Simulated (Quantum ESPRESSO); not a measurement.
# Nb(110), 5 layers against a metal electrode, stepped through the charge of the slab, part 3 of 4

Aim: how the results for Nb(110), 5 layers against a metal electrode change with the charge of the slab.

Quantum ESPRESSO 7.5; plane-wave DFT, PBE, GBRV ultrasoft pseudopotentials.

So far. Step 2 (Relaxing cell and ions of the reference):  The last row is no step: it is a fresh SCF in the final cell with a new plane-wave basis, -0 meV from the row before. Step 3 (Relaxation with pw.x of the reference): The relaxation lowers the energy by 8 meV an atom. On the free atoms the largest force ends at 0.003 eV/Å.

## (4) SCF with pw.x, 0 ×10¹³ e/cm²

A run under open boundaries on these atoms gives the vacuum levels.

Contents of m2.esm.in:

```
&control
  prefix = 'm2.esm'
  outdir = './out'
  pseudo_dir = './pseudo'
  calculation = 'scf'
  tprnfor = .true.
/
&system
  ibrav = 0
  nat = 5
  ntyp = 1
  ecutwfc = 40
  ecutrho = 200
  occupations = 'smearing'
  smearing = 'mv'
  degauss = 0.02
  assume_isolated = 'esm'
  esm_bc = 'bc3'
  tot_charge = 0.0
/
&electrons
  conv_thr = 1e-08
  mixing_beta = 0.25
  electron_maxstep = 160
  mixing_mode = 'local-TF'
  mixing_ndim = 12
/
ATOMIC_SPECIES
  Nb  92.9064  nb_pbe_v1.uspp.F.UPF
CELL_PARAMETERS angstrom
  2.33832974876222 -1.65344882200000 0.00000000000000
  2.33832974876222 1.65344882200000 0.00000000000000
  0.00000000000000 0.00000000000000 24.38467192232160
ATOMIC_POSITIONS crystal
  Nb  0.000000000000 0.000000000000 -0.126635231442
  Nb  0.500000000000 0.500000000000 -0.034729174042
  Nb  0.000000000000 0.000000000000 0.061514052958
  Nb  0.500000000000 0.500000000000 0.157757279958
  Nb  0.000000000000 0.000000000000 0.249663337358
K_POINTS automatic
  12 12 1 0 0 0
```

The run is started by

```sh
$ OMP_NUM_THREADS=1 mpirun -n 4 pw.x -nk 4 -in m2.esm.in > m2.esm.out
```

Log:

```text
[banner, memory and clock lines left out]
Program PWSCF v.7.5 starts
[citation notice left out]

[...]
Message from routine setup:
[...]
bravais-lattice index     =            0
     lattice parameter (alat)  =       5.4119  a.u.
     unit-cell volume          =    1272.4479 (a.u.)^3
     number of atoms/cell      =            5
     number of atomic types    =            1
     number of electrons       =        65.00
     number of Kohn-Sham states=           40
     kinetic-energy cutoff     =      40.0000  Ry
     charge density cutoff     =     200.0000  Ry
     scf convergence threshold =      1.0E-08
     mixing beta               =       0.2500
     number of iterations used =           12  local-TF  mixing
     Exchange-correlation= SLA  PW   PBE  PBE
                           (   1   4   3   4   0   0   0)

     Effective Screening Medium Method
     Boundary Conditions: Vacuum-Slab-Metal
     total charge in unit cell        =   0.0000
     grid points for fit at edges     =        4

[...]
PseudoPot. # 1 for Nb read from file:
     ./pseudo/nb_pbe_v1.uspp.F.UPF
     Pseudo is Ultrasoft + core correction, Zval = 13.0
     Generated by new atomic code, or converted to UPF format
     Using radial grid of  887 points,  6 beta functions with:
                l(1) =   0
                l(2) =   0
                l(3) =   1
                l(4) =   1
                l(5) =   2
                l(6) =   2
     Q(r) pseudized with  6 coefficients,  rinner =    1.000   1.000   1.000
                                                       1.000   1.000

     atomic species   valence    mass     pseudopotential
     Nb               13.00    92.90640     Nb( 1.00)

      4 Sym. Ops. (no inversion) found

[...]
number of k points=    43  Marzari-Vanderbilt smearing, width (Ry)=  0.0200
[...]
Dense  grid:    60663 G-vectors     FFT dimensions: (  25,  25, 216)

     Smooth grid:    43413 G-vectors     FFT dimensions: (  24,  24, 192)

     Check: negative core charge=   -0.000001

     Initial potential from superposition of free atoms

     starting charge      64.9863, renormalised to      65.0000

     negative rho (up, down):  3.012E-03 0.000E+00
     Starting wfcs are   65 randomized atomic wfcs

     per-process dynamical memory:    78.5 Mb

     Self-consistent Calculation

     iteration #  1     ecut=    40.00 Ry     beta= 0.25
     Davidson diagonalization with overlap
     ethr =  1.00E-02,  avg # of iterations =  1.4

     negative rho (up, down):  1.467E-03 0.000E+00

     total energy              =    -589.54157402 Ry
     estimated scf accuracy    <       4.63756120 Ry

     iteration #  2     ecut=    40.00 Ry     beta= 0.25
[...]
negative rho (up, down):  2.314E-04 0.000E+00

[...]
total energy              =    -589.39360200 Ry
     estimated scf accuracy    <       2.51269031 Ry

     iteration #  3     ecut=    40.00 Ry     beta= 0.25
[...]
negative rho (up, down):  4.114E-04 0.000E+00

[...]
total energy              =    -589.45988478 Ry
     estimated scf accuracy    <       0.66423159 Ry

     iteration #  4     ecut=    40.00 Ry     beta= 0.25
[...]
negative rho (up, down):  2.328E-05 0.000E+00

[...]
total energy              =    -589.37806702 Ry
     estimated scf accuracy    <       2.11237064 Ry

     iteration #  5     ecut=    40.00 Ry     beta= 0.25
[...]
negative rho (up, down):  4.802E-05 0.000E+00

[...]
total energy              =    -589.45828146 Ry
     estimated scf accuracy    <       0.11307330 Ry

     iteration #  6     ecut=    40.00 Ry     beta= 0.25
[...]
negative rho (up, down):  3.265E-05 0.000E+00

[...]
total energy              =    -589.51268523 Ry
     estimated scf accuracy    <       0.44475429 Ry

[...]
iteration # 43     ecut=    40.00 Ry     beta= 0.25
[...]
negative rho (up, down):  3.149E-03 0.000E+00

[...]
total energy              =    -589.51558310 Ry
     estimated scf accuracy    <       0.00000008 Ry

     iteration # 44     ecut=    40.00 Ry     beta= 0.25
[...]
negative rho (up, down):  3.142E-03 0.000E+00

[...]
total energy              =    -589.51558720 Ry
     estimated scf accuracy    <       0.00000002 Ry

     iteration # 45     ecut=    40.00 Ry     beta= 0.25
[...]
negative rho (up, down):  3.139E-03 0.000E+00

[...]
total energy              =    -589.51558879 Ry
     estimated scf accuracy    <       0.00000001 Ry

     iteration # 46     ecut=    40.00 Ry     beta= 0.25
[...]
negative rho (up, down):  3.147E-03 0.000E+00

[...]
End of self-consistent calculation

          k = 0.0000 0.0000 0.0000 (  5507 PWs)   bands (ev):

   -59.1723 -59.1711 -58.9077 -58.8200 -58.7452 -35.6803 -35.5705 -35.1512
   -34.8432 -34.8349 -34.7090 -34.5809 -34.5674 -34.5673 -34.4178 -34.4016
   -34.3068 -34.2960 -34.2953 -34.2643 -10.2160  -9.5000  -8.6305  -8.2626
    -8.2595  -6.2334  -6.0380  -5.4506  -5.0130  -4.8905  -4.8163  -4.3675
    -4.3443  -4.3251  -4.0806  -3.4979  -3.4160  -2.6636  -1.9732  -1.9573

          k = 0.0510 0.0722 0.0000 (  5505 PWs)   bands (ev):

   -59.1629 -59.1619 -58.8978 -58.8131 -58.7404 -35.6572 -35.5591 -35.1677
   -34.9026 -34.8598 -34.7236 -34.6037 -34.6035 -34.5809 -34.4748 -34.3781
   -34.3571 -34.3259 -34.3202 -34.2887 -10.0083  -9.3019  -8.4311  -8.0592
    -8.0542  -6.1829  -6.0018  -5.4332  -5.1185  -4.9983  -4.7999  -4.5580
    -4.4641  -4.2015  -3.9762  -3.8174  -3.2097  -3.1227  -2.1449  -2.1040

[...]
the Fermi energy is    -4.5703 ev

!    total energy              =    -589.51559369 Ry
     estimated scf accuracy    <          9.3E-09 Ry
     smearing contrib. (-TS)   =       0.00223125 Ry
     internal energy E=F+TS    =    -589.51782494 Ry

     The total energy is F=E-TS. E is the sum of the following terms:
     one-electron contribution =  -63991.52024064 Ry
     hartree contribution      =   31976.55912627 Ry
     xc contribution           =     -92.02603139 Ry
     ewald contribution        =   31517.46932082 Ry

     convergence has been achieved in  46 iterations

     negative rho (up, down):  3.147E-03 0.000E+00

     Forces acting on atoms (cartesian axes, Ry/au):

     atom    1 type  1   force =     0.00000000    0.00000000    0.00009127
     atom    2 type  1   force =     0.00000000    0.00000000    0.00011751
     atom    3 type  1   force =     0.00000000    0.00000000   -0.00016813
     atom    4 type  1   force =     0.00000000    0.00000000   -0.00024273
     atom    5 type  1   force =     0.00000000    0.00000000    0.00002393

     Total force =     0.000332     Total SCF correction =     0.000332
     SCF correction compared to forces is large: reduce conv_thr to get better values

[...]
```

Elapsed: 3.9 min, on 4 MPI ranks of Arm Neoverse V1, shared host; peak memory 0.65 GiB.

This step gave:

```
Fermi energy                                                   : -4.570 eV
vacuum line at the lower end of the cell, over the Fermi level : 4.574 eV
slope of the potential above                                   : 6.61e-4 eV/Å
vacuum line at the upper end of the cell, over the Fermi level : 4.570 eV
```

The potential energy, planar mean oscillates, so the rows of the table below give means over windows of 2.26 Å about each position, cut where the curve ends. Its maxima inside the range that stand out by 2 % of the span (Å: eV): -1.9: -1.89, 0.3: -1.03, 2.7: -1.06, 5.0: -1.83. Its minima: -3.0: -31.0, -0.8: -30.6, 1.5: -30.8, 3.8: -30.9, 6.1: -31.1.

Electrostatic potential energy of an electron; zero at the Fermi level. The potential energy, planar mean by z; means over each step:

| z (Å) | potential energy, planar mean (eV) |
| --- | --- |
| -11.06 | 4.57 |
| -8.80 | 4.57 |
| -6.54 | 4.50 |
| -4.28 | -4.83 |
| -2.02 | -14.6 |
| 0.24 | -13.0 |
| 2.50 | -13.1 |
| 4.76 | -14.5 |
| 7.02 | -8.74 |
| 9.28 | 4.44 |
| 11.54 | 4.57 |

Inside the slab this potential holds the local part of the pseudopotentials, which can be repulsive at the nuclei; only its value in the vacuum has a meaning of its own.

## (5) SCF with pw.x, 1 ×10¹³ e/cm²

m3.esm.in is the input of step 4 with these lines changed:

```diff
@@ -1,3 +1,3 @@
 &control
-  prefix = 'm2.esm'
+  prefix = 'm3.esm'
   outdir = './out'
@@ -18,3 +18,3 @@
   esm_bc = 'bc3'
-  tot_charge = 0.0
+  tot_charge = 0.0077
 /
@@ -26,2 +26,3 @@
   mixing_ndim = 12
+  startingpot = 'file'
 /
```

The run is started by

```sh
$ cp -r out/m2.esm.save out/m3.esm.save
$ OMP_NUM_THREADS=1 mpirun -n 4 pw.x -nk 4 -in m3.esm.in > m3.esm.out
```

Log:

```text
[banner, memory and clock lines left out]
Program PWSCF v.7.5 starts
[...]
Message from routine setup:
[...]
number of electrons       =        64.99
     number of Kohn-Sham states=           39
     kinetic-energy cutoff     =      40.0000  Ry
     charge density cutoff     =     200.0000  Ry
[...]
number of k points=    43  Marzari-Vanderbilt smearing, width (Ry)=  0.0200
[...]
Dense  grid:    60663 G-vectors     FFT dimensions: (  25,  25, 216)
[...]
The initial density is read from file :
[...]
negative rho (up, down):  3.147E-03 0.000E+00
     Starting wfcs are   65 randomized atomic wfcs
[...]
negative rho (up, down):  2.933E-03 0.000E+00
[...]
estimated scf accuracy    <       3.25967530 Ry
[...]
negative rho (up, down):  2.846E-03 0.000E+00
[...]
estimated scf accuracy    <       0.27790749 Ry
[...]
negative rho (up, down):  2.704E-03 0.000E+00
[...]
estimated scf accuracy    <       0.00620650 Ry
[...]
negative rho (up, down):  2.621E-03 0.000E+00
[...]
estimated scf accuracy    <       0.04605661 Ry
[...]
negative rho (up, down):  2.308E-03 0.000E+00
[...]
estimated scf accuracy    <       0.01430997 Ry
[...]
negative rho (up, down):  2.218E-03 0.000E+00
[...]
estimated scf accuracy    <       0.00222148 Ry
[...]
negative rho (up, down):  2.247E-03 0.000E+00
[...]
estimated scf accuracy    <       0.00145503 Ry
[...]
negative rho (up, down):  2.011E-03 0.000E+00
[...]
estimated scf accuracy    <       0.00316226 Ry
[...]
negative rho (up, down):  2.087E-03 0.000E+00
[...]
estimated scf accuracy    <       0.00262350 Ry
[...]
negative rho (up, down):  2.219E-03 0.000E+00
[...]
estimated scf accuracy    <       0.00006773 Ry
[...]
negative rho (up, down):  2.214E-03 0.000E+00
[...]
estimated scf accuracy    <       0.00151192 Ry
[...]
negative rho (up, down):  2.429E-03 0.000E+00
[...]
estimated scf accuracy    <       0.00147656 Ry
[...]
negative rho (up, down):  2.458E-03 0.000E+00
[...]
estimated scf accuracy    <       0.00039286 Ry
[...]
negative rho (up, down):  2.657E-03 0.000E+00
[...]
estimated scf accuracy    <       0.00009869 Ry
[...]
negative rho (up, down):  2.955E-03 0.000E+00
[...]
estimated scf accuracy    <       0.00004542 Ry
[...]
negative rho (up, down):  2.965E-03 0.000E+00
[...]
estimated scf accuracy    <       0.00011703 Ry
[...]
negative rho (up, down):  3.132E-03 0.000E+00
[...]
estimated scf accuracy    <       0.00005749 Ry
[...]
negative rho (up, down):  3.165E-03 0.000E+00
[...]
estimated scf accuracy    <       0.00000456 Ry
[...]
negative rho (up, down):  3.163E-03 0.000E+00
[...]
estimated scf accuracy    <       0.00000360 Ry
[...]
negative rho (up, down):  3.183E-03 0.000E+00
[...]
estimated scf accuracy    <       0.00000382 Ry
[...]
negative rho (up, down):  3.201E-03 0.000E+00
[...]
estimated scf accuracy    <       0.00000100 Ry
[...]
negative rho (up, down):  3.198E-03 0.000E+00
[...]
estimated scf accuracy    <       0.00000081 Ry
[...]
negative rho (up, down):  3.201E-03 0.000E+00
[...]
estimated scf accuracy    <       0.00000056 Ry
[...]
negative rho (up, down):  3.203E-03 0.000E+00
[...]
estimated scf accuracy    <       0.00000061 Ry
[...]
negative rho (up, down):  3.203E-03 0.000E+00
[...]
estimated scf accuracy    <       0.00000030 Ry
[...]
negative rho (up, down):  3.205E-03 0.000E+00
[...]
the Fermi energy is    -5.2859 ev
!    total energy              =    -589.51264390 Ry
     estimated scf accuracy    <          5.7E-09 Ry
     smearing contrib. (-TS)   =       0.00222842 Ry
     internal energy E=F+TS    =    -589.51487232 Ry
[...]
one-electron contribution =  -63988.08656313 Ry
     hartree contribution      =   31973.12606818 Ry
     xc contribution           =     -92.02369819 Ry
     ewald contribution        =   31517.46932082 Ry
     convergence has been achieved in  26 iterations
     negative rho (up, down):  3.205E-03 0.000E+00
[...]
Total force =     0.000390     Total SCF correction =     0.000322
[...]
```

Wall time 2.6 min (4 MPI ranks); peak memory 0.53 GiB.

Numbers from this step:

| Item | Value |
| --- | --- |
| Fermi energy | -5.286 eV |
| vacuum line at the lower end of the cell, over the Fermi level | 4.569 eV |
| slope of the potential above | 0.1804 eV/Å |
| vacuum line at the upper end of the cell, over the Fermi level | 5.286 eV |

Inside the slab this potential holds the local part of the pseudopotentials, which can be repulsive at the nuclei; only its value in the vacuum has a meaning of its own.

## (6) SCF with pw.x, -1.5 ×10¹³ e/cm²

m1.esm.in is the input of step 5 with these lines changed:

```diff
@@ -1,3 +1,3 @@
 &control
-  prefix = 'm3.esm'
+  prefix = 'm1.esm'
   outdir = './out'
@@ -18,3 +18,3 @@
   esm_bc = 'bc3'
-  tot_charge = 0.0077
+  tot_charge = -0.01155
 /
```

The run is started by

```sh
$ cp -r out/m2.esm.save out/m1.esm.save
$ OMP_NUM_THREADS=1 mpirun -n 4 pw.x -nk 4 -in m1.esm.in > m1.esm.out
```

Log:

```text
[banner, memory and clock lines left out]
Program PWSCF v.7.5 starts
[...]
Message from routine setup:
[...]
number of electrons       =        65.01
     number of Kohn-Sham states=           39
     kinetic-energy cutoff     =      40.0000  Ry
     charge density cutoff     =     200.0000  Ry
[...]
number of k points=    43  Marzari-Vanderbilt smearing, width (Ry)=  0.0200
[...]
Dense  grid:    60663 G-vectors     FFT dimensions: (  25,  25, 216)
[...]
The initial density is read from file :
[...]
negative rho (up, down):  3.147E-03 0.000E+00
     Starting wfcs are   65 randomized atomic wfcs
[...]
negative rho (up, down):  3.999E-03 0.000E+00
[...]
estimated scf accuracy    <       6.54209530 Ry
[...]
negative rho (up, down):  5.397E-03 0.000E+00
[...]
estimated scf accuracy    <       0.78522966 Ry
[...]
negative rho (up, down):  6.002E-03 0.000E+00
[...]
estimated scf accuracy    <       0.01658868 Ry
[...]
negative rho (up, down):  6.806E-03 0.000E+00
[...]
estimated scf accuracy    <       0.04041177 Ry
[...]
negative rho (up, down):  6.657E-03 0.000E+00
[...]
estimated scf accuracy    <       0.01743798 Ry
[...]
negative rho (up, down):  6.345E-03 0.000E+00
[...]
estimated scf accuracy    <       0.00673039 Ry
[...]
negative rho (up, down):  5.845E-03 0.000E+00
[...]
estimated scf accuracy    <       0.00493747 Ry
[...]
negative rho (up, down):  5.231E-03 0.000E+00
[...]
estimated scf accuracy    <       0.00070113 Ry
[...]
negative rho (up, down):  4.971E-03 0.000E+00
[...]
estimated scf accuracy    <       0.00130008 Ry
[...]
negative rho (up, down):  4.793E-03 0.000E+00
[...]
estimated scf accuracy    <       0.00340641 Ry
[...]
negative rho (up, down):  4.271E-03 0.000E+00
[...]
estimated scf accuracy    <       0.00336841 Ry
[...]
negative rho (up, down):  3.843E-03 0.000E+00
[...]
estimated scf accuracy    <       0.00238620 Ry
[...]
negative rho (up, down):  3.723E-03 0.000E+00
[...]
estimated scf accuracy    <       0.00014099 Ry
[...]
negative rho (up, down):  3.617E-03 0.000E+00
[...]
estimated scf accuracy    <       0.00003306 Ry
[...]
negative rho (up, down):  3.207E-03 0.000E+00
[...]
estimated scf accuracy    <       0.00005252 Ry
[...]
negative rho (up, down):  3.103E-03 0.000E+00
[...]
estimated scf accuracy    <       0.00004705 Ry
[...]
negative rho (up, down):  3.065E-03 0.000E+00
[...]
estimated scf accuracy    <       0.00004916 Ry
[...]
negative rho (up, down):  3.091E-03 0.000E+00
[...]
estimated scf accuracy    <       0.00001620 Ry
[...]
negative rho (up, down):  3.092E-03 0.000E+00
[...]
estimated scf accuracy    <       0.00000982 Ry
[...]
negative rho (up, down):  3.095E-03 0.000E+00
[...]
estimated scf accuracy    <       0.00000026 Ry
[...]
negative rho (up, down):  3.077E-03 0.000E+00
[...]
estimated scf accuracy    <       0.00000106 Ry
[...]
negative rho (up, down):  3.050E-03 0.000E+00
[...]
estimated scf accuracy    <       0.00000264 Ry
[...]
negative rho (up, down):  3.052E-03 0.000E+00
[...]
estimated scf accuracy    <       0.00000289 Ry
[...]
negative rho (up, down):  3.044E-03 0.000E+00
[...]
estimated scf accuracy    <       0.00000307 Ry
[...]
negative rho (up, down):  3.043E-03 0.000E+00
[...]
estimated scf accuracy    <       0.00000352 Ry
[...]
negative rho (up, down):  3.042E-03 0.000E+00
[...]
estimated scf accuracy    <       0.00000403 Ry
[...]
negative rho (up, down):  3.041E-03 0.000E+00
[...]
estimated scf accuracy    <       0.00000395 Ry
[...]
negative rho (up, down):  3.046E-03 0.000E+00
[...]
estimated scf accuracy    <       0.00000381 Ry
[...]
negative rho (up, down):  3.039E-03 0.000E+00
[...]
estimated scf accuracy    <       0.00000356 Ry
[...]
negative rho (up, down):  3.038E-03 0.000E+00
[...]
estimated scf accuracy    <       0.00000380 Ry
[...]
negative rho (up, down):  3.026E-03 0.000E+00
[...]
estimated scf accuracy    <       0.00000385 Ry
[...]
negative rho (up, down):  3.027E-03 0.000E+00
[...]
estimated scf accuracy    <       0.00000455 Ry
[...]
negative rho (up, down):  3.068E-03 0.000E+00
[...]
estimated scf accuracy    <       0.00000460 Ry
[...]
negative rho (up, down):  3.027E-03 0.000E+00
[...]
estimated scf accuracy    <       0.00000084 Ry
[...]
negative rho (up, down):  3.029E-03 0.000E+00
[...]
estimated scf accuracy    <       0.00000009 Ry
[...]
negative rho (up, down):  3.044E-03 0.000E+00
[...]
estimated scf accuracy    <       0.00000011 Ry
[...]
negative rho (up, down):  3.044E-03 0.000E+00
[...]
the Fermi energy is    -3.5134 ev
!    total energy              =    -589.51942493 Ry
     estimated scf accuracy    <          9.6E-09 Ry
     smearing contrib. (-TS)   =       0.00221359 Ry
     internal energy E=F+TS    =    -589.52163852 Ry
[...]
one-electron contribution =  -63996.54249609 Ry
     hartree contribution      =   31981.58113644 Ry
     xc contribution           =     -92.02959968 Ry
     ewald contribution        =   31517.46932082 Ry
     convergence has been achieved in  37 iterations
     negative rho (up, down):  3.044E-03 0.000E+00
[...]
Total force =     0.000695     Total SCF correction =     0.000992
[...]
```

Run time: 3.6 min. Hardware: 4 MPI ranks; peak memory 0.64 GiB; 14 min of CPU time.

Read from the output:

```
Fermi energy                                                   : -3.513 eV
vacuum line at the lower end of the cell, over the Fermi level : 4.566 eV
slope of the potential above                                   : -0.2688 eV/Å
vacuum line at the upper end of the cell, over the Fermi level : 3.514 eV
```

Inside the slab this potential holds the local part of the pseudopotentials, which can be repulsive at the nuclei; only its value in the vacuum has a meaning of its own.

(Part 3 of 4 ends here.)

[Logs are printed without paths, hosts, clocks, repeated set-up lines and the standing remarks that a program may print on its own settings, such as how far it seeks lower states.]

[Hosts, paths, dates, database ids (printed as entryN), source tags and the programs' standing remarks are cut or masked in the printed files.]

[Maps of the electrostatic potential energy from Ansatz leave out the sawtooth potential of an applied field or a dipole correction, so their vacuum need not be flat; planar profiles and work functions include it.]
